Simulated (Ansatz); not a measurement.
# Work function of Rh(110): what the settings cost and change, part 2 of 2

How far do functional and pseudopotentials move the work function of Rh(110), and at what cost?

Ansatz 0.2.0; plane-wave DFT, PBE, Ansatz PAW (the session's first sound run).

So far, work function, upper face (eV): step 2 (run, setting PBE, Ansatz PAW (420 eV)) 4.68; step 3 (LDA) 5.06; step 4 (PBEsol) 4.79; step 5 (RPBE) 4.50; step 6 (r2SCAN) 4.66.

## Step 7: Slab

This step: plane-wave DFT, PBE, JTH PAW (Ansatz 0.2.0).

Contents of input.yaml:

```yaml
crystal:
  lattice:
    - [3.8, 0.0, 0.0]
    - [0.0, 2.6870057685, 0.0]
    - [0.0, 0.0, 26.0610173055]
  atoms:
    - { symbol: Rh, position: [0.0, 0.0, 0.3453433876] }
    - { symbol: Rh, position: [0.5, 0.5, 0.3968955917] }
    - { symbol: Rh, position: [0.0, 0.0, 0.4484477959] }
    - { symbol: Rh, position: [0.5, 0.5, 0.5] }
    - { symbol: Rh, position: [0.0, 0.0, 0.5515522041] }
    - { symbol: Rh, position: [0.5, 0.5, 0.6031044083] }
    - { symbol: Rh, position: [0.0, 0.0, 0.6546566124] }
kpoints:
  mp_grid: { grid: [11, 15, 1] }
hamiltonian:
  xc: pbe
  pseudopotentials: { kind: paw, source: jth }
scf:
  occupations: { method: fermi_dirac, width: 0.1 }
  convergence: { dr2_threshold: 1.0e-09 }
efield:
  axis: 3
  dipole_correction: true
  ramp_position: 0.97
  ramp_width: 0.06
output:
  write_potential: true
  write_density: true
  volumetric_format: npy
```

Started as:

```sh
$ ansatz run input.yaml --threads 4 --pin off --max-ram 6144MiB --backend cpu --events-out ev --progress --plain --runs-dir out
```

The program printed:

```text
Warning: <dir> the checks of this Rh dataset prove no rule for summing its radial tables, as where they were carried onto another mesh than they were made on, and Gregory's rule is taken, under which a leading mesh point left out moves its sums only by what lay on the interval it spanned. That does not make them correct, and they differ from Quantum ESPRESSO's on this file; a re-export a fraction of a mesh step off can move them. hamiltonian.pseudopotentials.radial_quadrature: simpson_from_first_knot sums it by `pw.x`'s rule; on a PAW file no value gives `pw.x`'s numbers. What more to know: hamiltonian.pseudopotentials.radial_quadrature, in the input reference
Engine: ansatz 0.2.0, aarch64-unknown-linux-gnu
Pseudopotentials: kind: paw
Pseudopotential: Rh, paw, valence charge 17, recommended cutoff 2100 eV (normal), Rh.paw.azcp
Functional definition: PBE
  parameter kappa = 0.804
  parameter beta = 0.066725
  exchange = pbe_x(kappa = kappa, mu = beta*pi^2/3)
  correlation = pbe_c(beta = beta)
Crystal: 7 atoms, lattice volume = 266.099 Å³
Basis set: ecut = 2100 eV, 58159 PW (Γ)
Bands: 72, of which v1, the nominal top of the filled ones, is band 60 counted from 1 (59 counted from 0)
Symmetry: 4 space group operations
k-points: 48 of 165
Non-local potential: Rh, projectors of the file, l = 0: 2, l = 1: 2, l = 2: 2
PAW form: soft (Blöchl's): semilocal exchange-correlation on the pseudo side does not see the compensation charge
PAW one-centre angular grid: Rh, 590 points (default); XC on 64 Gauss nodes
Initial density: superposition of atomic densities (neutral atoms: chi_scale 0, normalization atom)
Initial wavefunctions: pseudopotential atomic-orbital guess
Functional: x = pbe(κ = 0.804, μ = 0.219515), c = pbe(β = 0.066725)
SCF iter   1: F=—  HF=-44778.972015 eV  |F-HF|=—  |Δ(HF+E_count)|=         —  Δρ=5.97e-2  dr2=1.36e1  ethr=3.10e-3  p=0.000 e·Å  D=6.70e-15 V/Å  ΔV_dip=-0.00 eV  dr2_dipole=1.71e-9  V_vac-E_F(+/−)=5.77/5.77 eV  ⟨swp⟩=18.9  Hψ=25984  notcnv=0  defer=26
efield: sawtooth ramp at fractional position 0.9700 (set: `efield.ramp_position`, or a place that a band, a saddle search or an elastic batch's reference lends), width 0.0600; the density the first Hamiltonian is built on has a dipole p = 0.000 e·Å; the dipole correction subtracts the counter field D = 6.70e-15 V/Å, which shifts the + side's vacuum level by -0.00 eV against the − side's; the planar-averaged density in the ramp window peaks in size at 1.0e-6 e/Å³
preconditioner: auto → LDOS  [metal: Δε(μ)=0.010 eV  Ē_g=5.713 eV  σ=0.100 eV  W_gap=0.02  n_scr=54 (ndim 8)  ℏωp=18.1 eV  f_vac=0.573  D(μ)=11.46/eV (n_scr^D=86)  β→1.0]
SCF iter   2: F=—  HF=-44776.384038 eV  |F-HF|=—  |Δ(HF+E_count)|=    2.59e0  Δρ=3.62e-2  dr2=3.40e0  ethr=3.10e-3  p=0.000 e·Å  D=8.36e-6 V/Å  ΔV_dip=-0.00 eV  dr2_dipole=4.47e-7  V_vac-E_F(+/−)=4.76/4.76 eV  ⟨swp⟩=3.4  Hψ=9364  notcnv=0  defer=44
SCF iter   3: F=—  HF=-44775.800527 eV  |F-HF|=—  |Δ(HF+E_count)|=   5.84e-1  Δρ=8.94e-3  dr2=2.97e-1  ethr=2.86e-3  p=0.000 e·Å  D=3.38e-7 V/Å  ΔV_dip=-0.00 eV  dr2_dipole=4.06e-10  V_vac-E_F(+/−)=4.85/4.85 eV  ⟨swp⟩=2.6  Hψ=6819  notcnv=0  defer=55
SCF iter   4: F=—  HF=-44775.757391 eV  |F-HF|=—  |Δ(HF+E_count)|=   4.31e-2  Δρ=2.11e-3  dr2=1.77e-2  ethr=2.50e-4  p=0.000 e·Å  D=2.37e-7 V/Å  ΔV_dip=-0.00 eV  dr2_dipole=6.15e-9  V_vac-E_F(+/−)=4.78/4.78 eV  ⟨swp⟩=2.4  Hψ=6148  notcnv=0  defer=53
SCF iter   5: F=—  HF=-44775.761226 eV  |F-HF|=—  |Δ(HF+E_count)|=   3.83e-3  Δρ=5.02e-4  dr2=1.46e-3  ethr=1.49e-5  p=-0.000 e·Å  D=-2.93e-7 V/Å  ΔV_dip=0.00 eV  dr2_dipole=3.18e-9  V_vac-E_F(+/−)=4.69/4.69 eV  ⟨swp⟩=2.6  Hψ=6569  notcnv=0  defer=53
SCF iter   6: F=—  HF=-44775.761111 eV  |F-HF|=—  |Δ(HF+E_count)|=   1.14e-4  Δρ=1.51e-4  dr2=9.12e-5  ethr=1.23e-6  p=-0.000 e·Å  D=-4.34e-7 V/Å  ΔV_dip=0.00 eV  dr2_dipole=1.23e-11  V_vac-E_F(+/−)=4.69/4.69 eV  ⟨swp⟩=2.3  Hψ=5840  notcnv=0  defer=53
SCF iter   7: F=—  HF=-44775.761110 eV  |F-HF|=—  |Δ(HF+E_count)|=   8.67e-7  Δρ=4.61e-5  dr2=7.64e-6  ethr=7.66e-8  p=0.000 e·Å  D=1.31e-8 V/Å  ΔV_dip=-0.00 eV  dr2_dipole=2.13e-12  V_vac-E_F(+/−)=4.68/4.68 eV  ⟨swp⟩=2.7  Hψ=6335  notcnv=0  defer=53
SCF iter   8: F=—  HF=-44775.760798 eV  |F-HF|=—  |Δ(HF+E_count)|=   3.13e-4  Δρ=1.40e-5  dr2=8.88e-7  ethr=6.42e-9  p=0.000 e·Å  D=6.77e-9 V/Å  ΔV_dip=-0.00 eV  dr2_dipole=1.02e-11  V_vac-E_F(+/−)=4.68/4.68 eV  ⟨swp⟩=2.6  Hψ=6315  notcnv=0  defer=53
SCF iter   9: F=—  HF=-44775.760798 eV  |F-HF|=—  |Δ(HF+E_count)|=   9.24e-8  Δρ=3.42e-6  dr2=6.17e-8  ethr=7.46e-10  p=0.000 e·Å  D=5.32e-9 V/Å  ΔV_dip=-0.00 eV  dr2_dipole=1.13e-14  V_vac-E_F(+/−)=4.68/4.68 eV  ⟨swp⟩=2.3  Hψ=5423  notcnv=0  defer=53
SCF iter  10: F=—  HF=-44775.760798 eV  |F-HF|=—  |Δ(HF+E_count)|=   2.19e-8  Δρ=1.14e-6  dr2=9.04e-9  ethr=5.18e-11  p=-0.000 e·Å  D=-2.43e-10 V/Å  ΔV_dip=0.00 eV  dr2_dipole=3.10e-14  V_vac-E_F(+/−)=4.68/4.68 eV  ⟨swp⟩=2.4  Hψ=5316  notcnv=0  defer=53
iter 11 met the thresholds in force, and the SCF goes on: an eigenvalue changes by 12.55 meV, over its tolerance of 1.00 meV (output.eigenvalues, Limitations)
SCF iter  11: F=-44775.760798 eV  HF=-44775.760798 eV  |F-HF|=8.95e-10  |Δ(HF+E_count)|=   2.15e-9  Δρ=4.22e-7  dr2=9.28e-10  ethr=1.00e-12  p=-0.000 e·Å  D=-2.17e-10 V/Å  ΔV_dip=0.00 eV  dr2_dipole=3.88e-17  V_vac-E_F(+/−)=4.68/4.68 eV  ⟨swp⟩=11.0  Hψ=14511  notcnv=0
iter 12 met the thresholds in force, and the SCF goes on: an eigenvalue changes by 12.55 meV, over its tolerance of 1.00 meV (output.eigenvalues, Limitations)
SCF iter  12: F=-44775.760798 eV  HF=-44775.760798 eV  |F-HF|=1.02e-10  |Δ(HF+E_count)|=  2.18e-10  Δρ=7.25e-8  dr2=1.05e-11  ethr=1.00e-12  p=0.000 e·Å  D=7.12e-11 V/Å  ΔV_dip=-0.00 eV  dr2_dipole=9.30e-16  V_vac-E_F(+/−)=4.68/4.68 eV  ⟨swp⟩=1.8  Hψ=7719  notcnv=0
iter 13 met the thresholds in force, and the SCF goes on: an eigenvalue changes by 1.30 meV, over its tolerance of 1.00 meV (output.eigenvalues, Limitations)
SCF iter  13: F=-44775.760798 eV  HF=-44775.760798 eV  |F-HF|=4.07e-10  |Δ(HF+E_count)|=  1.60e-10  Δρ=3.19e-8  dr2=7.97e-12  ethr=1.00e-12  p=0.000 e·Å  D=3.08e-10 V/Å  ΔV_dip=-0.00 eV  dr2_dipole=2.53e-18  V_vac-E_F(+/−)=4.68/4.68 eV  ⟨swp⟩=1.9  Hψ=7615  notcnv=0
Mixer restart at iter 13: flushing history
SCF iter  14: F=-44775.760798 eV  HF=-44775.760798 eV  |F-HF|=2.06e-8  |Δ(HF+E_count)|=  2.69e-10  Δρ=1.03e-6  dr2=2.07e-8  ethr=1.00e-12  p=-0.000 e·Å  D=-1.55e-9 V/Å  ΔV_dip=0.00 eV  dr2_dipole=2.18e-14  V_vac-E_F(+/−)=4.68/4.68 eV  ⟨swp⟩=1.4  Hψ=3567  notcnv=0  κ⁻¹=1.0e0(r=1)
```

The job ended after 34 min (4 threads of Arm Neoverse N1, shared host; peak memory 5.2 GiB).

Residual by cycle:

cycle, log10 residual and a bar from the least value:
```
        1        1.1 ##############################
        2        0.5 #############################
        3       -0.5 ##########################
        5       -2.8 ####################
        6       -4.0 #################
        7       -5.1 ###############
        8       -6.1 ############
        9       -7.2 ##########
       10       -8.0 #######
       12      -11.0 
       13      -11.1 
       14       -7.7 ########
```

The run was cut off at its time limit.

After 14 cycles the residual stands at 2.1e-8.

## Step 8: Run

This step: plane-wave DFT, PBE, norm-conserving (Ansatz 0.2.0).

input.yaml, as its differences from that of step 7:

```diff
@@ -17,3 +17,3 @@
   xc: pbe
-  pseudopotentials: { kind: paw, source: jth }
+  pseudopotentials: { kind: nc }
 scf:
```

The program printed:

```text
[...]
Crystal: 7 atoms, lattice volume = 266.099 Å³
Basis set: ecut = 1197.300995 eV, 25077 PW (Γ)
Bands: 72, of which v1, the nominal top of the filled ones, is band 60 counted from 1 (59 counted from 0)
Symmetry: 4 space group operations
k-points: 48 of 165
[...]
k-point 0: bands = [... 56 lower, 4.4514, 4.4781, 4.5874, 4.9418, 5.1798, 5.2833, 5.5872, 5.6365, ... 8 higher]
  k-point 1: bands = [... 56 lower, 4.3425, 4.5699, 4.6794, 4.8820, 5.2177, 5.3773, 5.3936, 5.5231, ... 8 higher]
  k-point 2: bands = [... 56 lower, 4.4366, 4.6198, 4.7200, 4.7665, 5.2573, 5.2649, 5.3057, 5.3321, ... 8 higher]
  k-point 47: bands = [... 56 lower, 5.5628, 5.6401, 5.7034, 5.7646, 5.7768, 5.9266, 5.9694, 6.9381, ... 8 higher]
[key lines of the parts left out:]
SCF converged after 10 iterations
Free energy (F): -22331.438569 eV
Fermi energy:    5.211461 eV
Dipole field:    D = -0.000001 V/Å  (p = -0.000002 e·Å, saw-weighted, corrected)
Work function:   Φ+ = 4.6793 eV   Φ− = 4.6793 eV
```

Run time: 5.2 min. Hardware: 4 threads; peak memory 4.4 GiB; 20 min of CPU time.

The work function is 4.679 eV, +0.001 eV from the run “PBE, Ansatz PAW (420 eV)”, at 5.1 times its CPU time.

## Step 9: Run

This step: plane-wave DFT, LDA, norm-conserving (Ansatz 0.2.0).

input.yaml, as its differences from that of step 8:

```diff
@@ -16,3 +16,3 @@
 hamiltonian:
-  xc: pbe
+  xc: lda
   pseudopotentials: { kind: nc }
```

The program printed:

```text
[...]
Crystal: 7 atoms, lattice volume = 266.099 Å³
Basis set: ecut = 1197.300995 eV, 25077 PW (Γ)
Bands: 72, of which v1, the nominal top of the filled ones, is band 60 counted from 1 (59 counted from 0)
Symmetry: 4 space group operations
k-points: 48 of 165
[...]
k-point 0: bands = [... 56 lower, 4.0904, 4.1066, 4.2339, 4.5690, 4.8319, 4.9187, 5.2217, 5.2936, ... 8 higher]
  k-point 1: bands = [... 56 lower, 3.9839, 4.1989, 4.3251, 4.5168, 4.8626, 5.0114, 5.0286, 5.1783, ... 8 higher]
  k-point 2: bands = [... 56 lower, 4.0775, 4.2501, 4.3609, 4.4133, 4.8968, 4.9092, 4.9397, 4.9723, ... 8 higher]
  k-point 47: bands = [... 56 lower, 5.2012, 5.2738, 5.3479, 5.4025, 5.4164, 5.5686, 5.6026, 6.5299, ... 8 higher]
[key lines of the parts left out:]
SCF converged after 9 iterations
Free energy (F): -22343.443633 eV
Fermi energy:    4.849340 eV
Dipole field:    D = -0.000002 V/Å  (p = -0.000002 e·Å, saw-weighted, corrected)
Work function:   Φ+ = 5.0606 eV   Φ− = 5.0605 eV
```

Elapsed: 4.7 min, on 4 threads; peak memory 4.4 GiB; 18 min of CPU time.

The work function is 5.061 eV, +0.382 eV from the run “PBE, Ansatz PAW (420 eV)”, at 4.6 times its CPU time.

## Step 10: Run, setting PBE, all layers relaxed

This step: plane-wave DFT, PBE, Ansatz PAW (Ansatz 0.2.0).

input.yaml, as its differences from that of step 9:

```diff
@@ -16,4 +16,3 @@
 hamiltonian:
-  xc: lda
-  pseudopotentials: { kind: nc }
+  xc: pbe
 scf:
@@ -26,2 +25,5 @@
   ramp_width: 0.06
+relax:
+  f_tol: 0.01
+  max_steps: 40
 output:
```

The program printed:

```text
[...]
Crystal: 7 atoms, lattice volume = 266.099 Å³
Basis set: ecut = 420 eV, 5247 PW (Γ), exchange–correlation on 54×36×360 points (8 copies of the dense FFT grid, shifted against one another)
Bands: 72, of which v1, the nominal top of the filled ones, is band 60 counted from 1 (59 counted from 0)
Symmetry: 4 space group operations
k-points: 48 of 165
[...]
atoms:
    - { symbol: Rh, position: [0.0, 0.0, 0.347451] }
    - { symbol: Rh, position: [0.500000, 0.500000, 0.394376] }
    - { symbol: Rh, position: [0.0, 0.0, 0.448515] }
    - { symbol: Rh, position: [0.500000, 0.500000, 0.500000] }
    - { symbol: Rh, position: [0.0, 0.0, 0.551485] }
    - { symbol: Rh, position: [0.500000, 0.500000, 0.605624] }
    - { symbol: Rh, position: [0.0, 0.0, 0.652549] }
[key lines of the parts left out:]
SCF converged after 8 iterations
Free energy (F): -44817.287130 eV
Fermi energy:    5.100965 eV
Dipole field:    D = 0.000000 V/Å  (p = 0.000000 e·Å, saw-weighted, corrected)
Work function:   Φ+ = 4.6965 eV   Φ− = 4.6966 eV
```

Wall time 3.3 min (4 threads); peak memory 1.1 GiB; 13 min of CPU time.

The relaxation took 5 steps and lowered the energy by 0.079 eV; the largest force on the free atoms ends at 0.0024 eV/Å.

The work function is 4.697 eV, +0.018 eV from the run “PBE, Ansatz PAW (420 eV)”, at 3.3 times its CPU time.

## Step 11: Slab

This step: plane-wave DFT, PBE, fully relativistic PAW with spin-orbit coupling (Ansatz 0.2.0).

input.yaml, as its differences from that of step 10:

```diff
@@ -17,2 +17,3 @@
   xc: pbe
+  pseudopotentials: { kind: paw_fr }
 scf:
@@ -25,5 +26,5 @@
   ramp_width: 0.06
-relax:
-  f_tol: 0.01
-  max_steps: 40
+magnetization:
+  noncollinear: true
+  spin_orbit: true
 output:
```

The program printed:

```text
[...]
non-collinear run that drives no moment, with spin-orbit: no starting moment large enough to seed its density (crystal.atoms[].spin), no starting occupations that ask for one, no magnetisation constraint and no magnetic field, so the semilocal B_xc is pinned to zero
Crystal: 7 atoms, lattice volume = 266.099 Å³
[...]
k-point 1: bands = [... 115 lower, 4.4866, 4.5831, 4.5831, 4.7855, 4.7855, 5.1202, 5.1202, 5.2507, ... 21 higher]
  k-point 2: bands = [... 115 lower, 4.5118, 4.6375, 4.6375, 4.6780, 4.6780, 5.1082, 5.1082, 5.1419, ... 21 higher]
  k-point 47: bands = [... 115 lower, 5.5481, 5.6113, 5.6113, 5.6704, 5.6704, 5.6894, 5.6894, 5.8355, ... 21 higher]
[key lines of the parts left out:]
SCF converged after 12 iterations
Magnetization: |M| = 0.0000 μB,  M = (+0.0000, +0.0000, +0.0000) μB
Free energy (F): -44829.901900 eV
Fermi energy:    5.117952 eV
Dipole field:    D = -0.000000 V/Å  (p = -0.000001 e·Å, saw-weighted, corrected)
Work function:   Φ+ = 4.6718 eV   Φ− = 4.6718 eV
```

Wall time 9.2 min (4 threads); peak memory 5 GiB.

The work function is 4.672 eV, -0.007 eV from the run “PBE, Ansatz PAW (420 eV)”, at 8.9 times its CPU time.

## Step 12: Side by side

Times are for 4 threads of Arm Neoverse N1, shared host. Results by setting:

```
no.                                setting  work function, upper face (eV)     time  memory (GiB)
  1               PBE, Ansatz PAW (420 eV)                           4.678     67 s           1.2
  2               LDA, Ansatz PAW (420 eV)                           5.059     71 s           1.2
  3            PBEsol, Ansatz PAW (420 eV)                           4.787     72 s           1.2
  4              RPBE, Ansatz PAW (420 eV)                           4.499     70 s           1.2
  5            r2SCAN, Ansatz PAW (500 eV)                           4.657  3.5 min           1.8
  6         PBE, norm-conserving (1197 eV)                           4.679  5.2 min           4.4
  7         LDA, norm-conserving (1197 eV)                           5.061  4.7 min           4.4
  8                PBE, all layers relaxed                           4.697  3.3 min           1.1
  9  PBE with spin-orbit coupling (420 eV)                           4.672  9.2 min           5.0
```

## Step 13: A changed input

This step: plane-wave DFT, PBE, Ansatz PAW (Ansatz 0.2.0).

An input spoilt on purpose, to show how the run answers: it repeats the earlier run “PBE, Ansatz PAW (420 eV)” with kpoints.mp_grid.grid from [11, 15, 1] to [1, 1, 1], and scf.max_iter set to 60; its output block differs too.

input.yaml, as its differences from that of step 11:

```diff
@@ -14,6 +14,5 @@
 kpoints:
-  mp_grid: { grid: [11, 15, 1] }
+  mp_grid: { grid: [1, 1, 1] }
 hamiltonian:
   xc: pbe
-  pseudopotentials: { kind: paw_fr }
 scf:
@@ -21,2 +20,3 @@
   convergence: { dr2_threshold: 1.0e-09 }
+  max_iter: 60
 efield:
@@ -26,5 +26,2 @@
   ramp_width: 0.06
-magnetization:
-  noncollinear: true
-  spin_orbit: true
 output:
```

The program printed:

```text
[...]
Crystal: 7 atoms, lattice volume = 266.099 Å³
Basis set: ecut = 420 eV, 5247 PW (Γ)
Bands: 72, of which v1, the nominal top of the filled ones, is band 60 counted from 1 (59 counted from 0)
Symmetry: 4 space group operations
k-points: 1
[...]
SCF iter   1: F=—  HF=-44828.856182 eV  |F-HF|=—  |Δ(HF+E_count)|=         —  Δρ=5.75e-2  dr2=8.63e0  ethr=1.77e-3  p=0.000 e·Å  D=1.08e-13 V/Å  ΔV_dip=-0.00 eV  dr2_dipole=1.67e-4  V_vac-E_F(+/−)=4.71/4.71 eV  ⟨swp⟩=7.0  Hψ=282  notcnv=0
[...]
SCF iter  17: F=-44828.208604 eV  HF=-44828.208604 eV  |F-HF|=2.91e-11  |Δ(HF+E_count)|=   1.81e-9  Δρ=4.48e-7  dr2=5.02e-10  ethr=1.00e-12  p=-0.000 e·Å  D=-2.14e-7 V/Å  ΔV_dip=0.00 eV  dr2_dipole=1.94e-12  V_vac-E_F(+/−)=5.92/5.92 eV  ⟨swp⟩=11.0  Hψ=188  notcnv=0
SCF 1 converged in 17 iterations: F = -44828.208604 eV  dr2 = 5.02e-10
[...]
SCF converged after 17 iterations
Free energy (F): -44828.208604 eV
[...]
Internal energy: -44827.922236 eV  (E = F + TS)
E sigma→0 (E₀):  -44828.065420 eV
Entropy (-TS):   -0.286368 eV (-40.910 meV/atom)
Fermi energy:    4.214237 eV
Dipole field:    D = 0.000001 V/Å  (p = 0.000002 e·Å, saw-weighted, corrected)
Work function:   Φ+ = 5.9208 eV   Φ− = 5.9208 eV
[...]
--- Band table (eV) ---
  k-point 0: bands = [... 56 lower, 3.7305, 3.8208, 3.8445, 4.2405, 4.4489, 4.5525, 4.8698, 5.0937, ... 8 higher]
```

Wall time 7 s (4 threads); peak memory 0.34 GiB.

```
                      quantity  this run  earlier run  difference
work function, upper face (eV)     5.921        4.678         1.2
```

It moves by +1.24 eV.

The fault (one k-point for a small cell) shows in the results, which are not taken further.

## Step 14: Results

* work function, PBE, Ansatz PAW (420 eV): 4.678 eV
* work function, LDA, Ansatz PAW (420 eV): 5.059 eV
* work function, RPBE, Ansatz PAW (420 eV): 4.499 eV
* work function, r2SCAN, Ansatz PAW (500 eV): 4.657 eV
* work function, LDA, norm-conserving (1197 eV): 5.061 eV
* work function, PBE, all layers relaxed: 4.697 eV
* work function, PBE with spin-orbit coupling (420 eV): 4.672 eV

**Reading.** PBE on the default files gives 4.68 eV, and the settings tried spread the value from 4.50 to 5.06 eV. At one geometry LDA lies 0.38 eV above PBE. The choice of pseudopotentials moves the PBE value by 0.001 eV. Relaxing the layers changes it by +0.018 eV. Spin-orbit coupling, on the fully relativistic files, changes it by -0.01 eV. The ladder's slabs use the tabulated experimental lattice constant (two decimals; a low-temperature value for the alkali metals).

Comparison with the measured values:

| quantity | measured | PBE, Ansatz PAW (420 eV) | PBEsol, Ansatz PAW (420 eV) | RPBE, Ansatz PAW (420 eV) | LDA, norm-conserving (1197 eV) | PBE, all layers relaxed | PBE with spin-orbit coupling (420 eV) |
| --- | --- | --- | --- | --- | --- | --- | --- |
| work function (clean (110) face, a compiled value) (eV) | 4.86 | 4.68 (-0.18 eV) | 4.79 (-0.07 eV) | 4.50 (-0.36 eV) | 5.06 (+0.20 eV) | 4.70 (-0.16 eV) | 4.67 (-0.19 eV) |

Measured values from arxiv:1902.07811 (2019).

How well it matches: For the work function, of the levels listed nearest comes PBEsol, Ansatz PAW (420 eV) (-0.07 eV, good agreement) and farthest RPBE, Ansatz PAW (420 eV) (-0.36 eV, a clear miss).

[Long decimals in the printed logs are rounded to 6 places.]

[Logs are printed without paths, hosts, clocks, repeated set-up lines and the standing remarks that a program may print on its own settings, such as how far it seeks lower states.]

[Hosts, paths, dates, database ids (printed as entryN), source tags and the programs' standing remarks are cut or masked in the printed files.]

[Maps of the electrostatic potential energy from Ansatz leave out the sawtooth potential of an applied field or a dipole correction, so their vacuum need not be flat; planar profiles and work functions include it.]
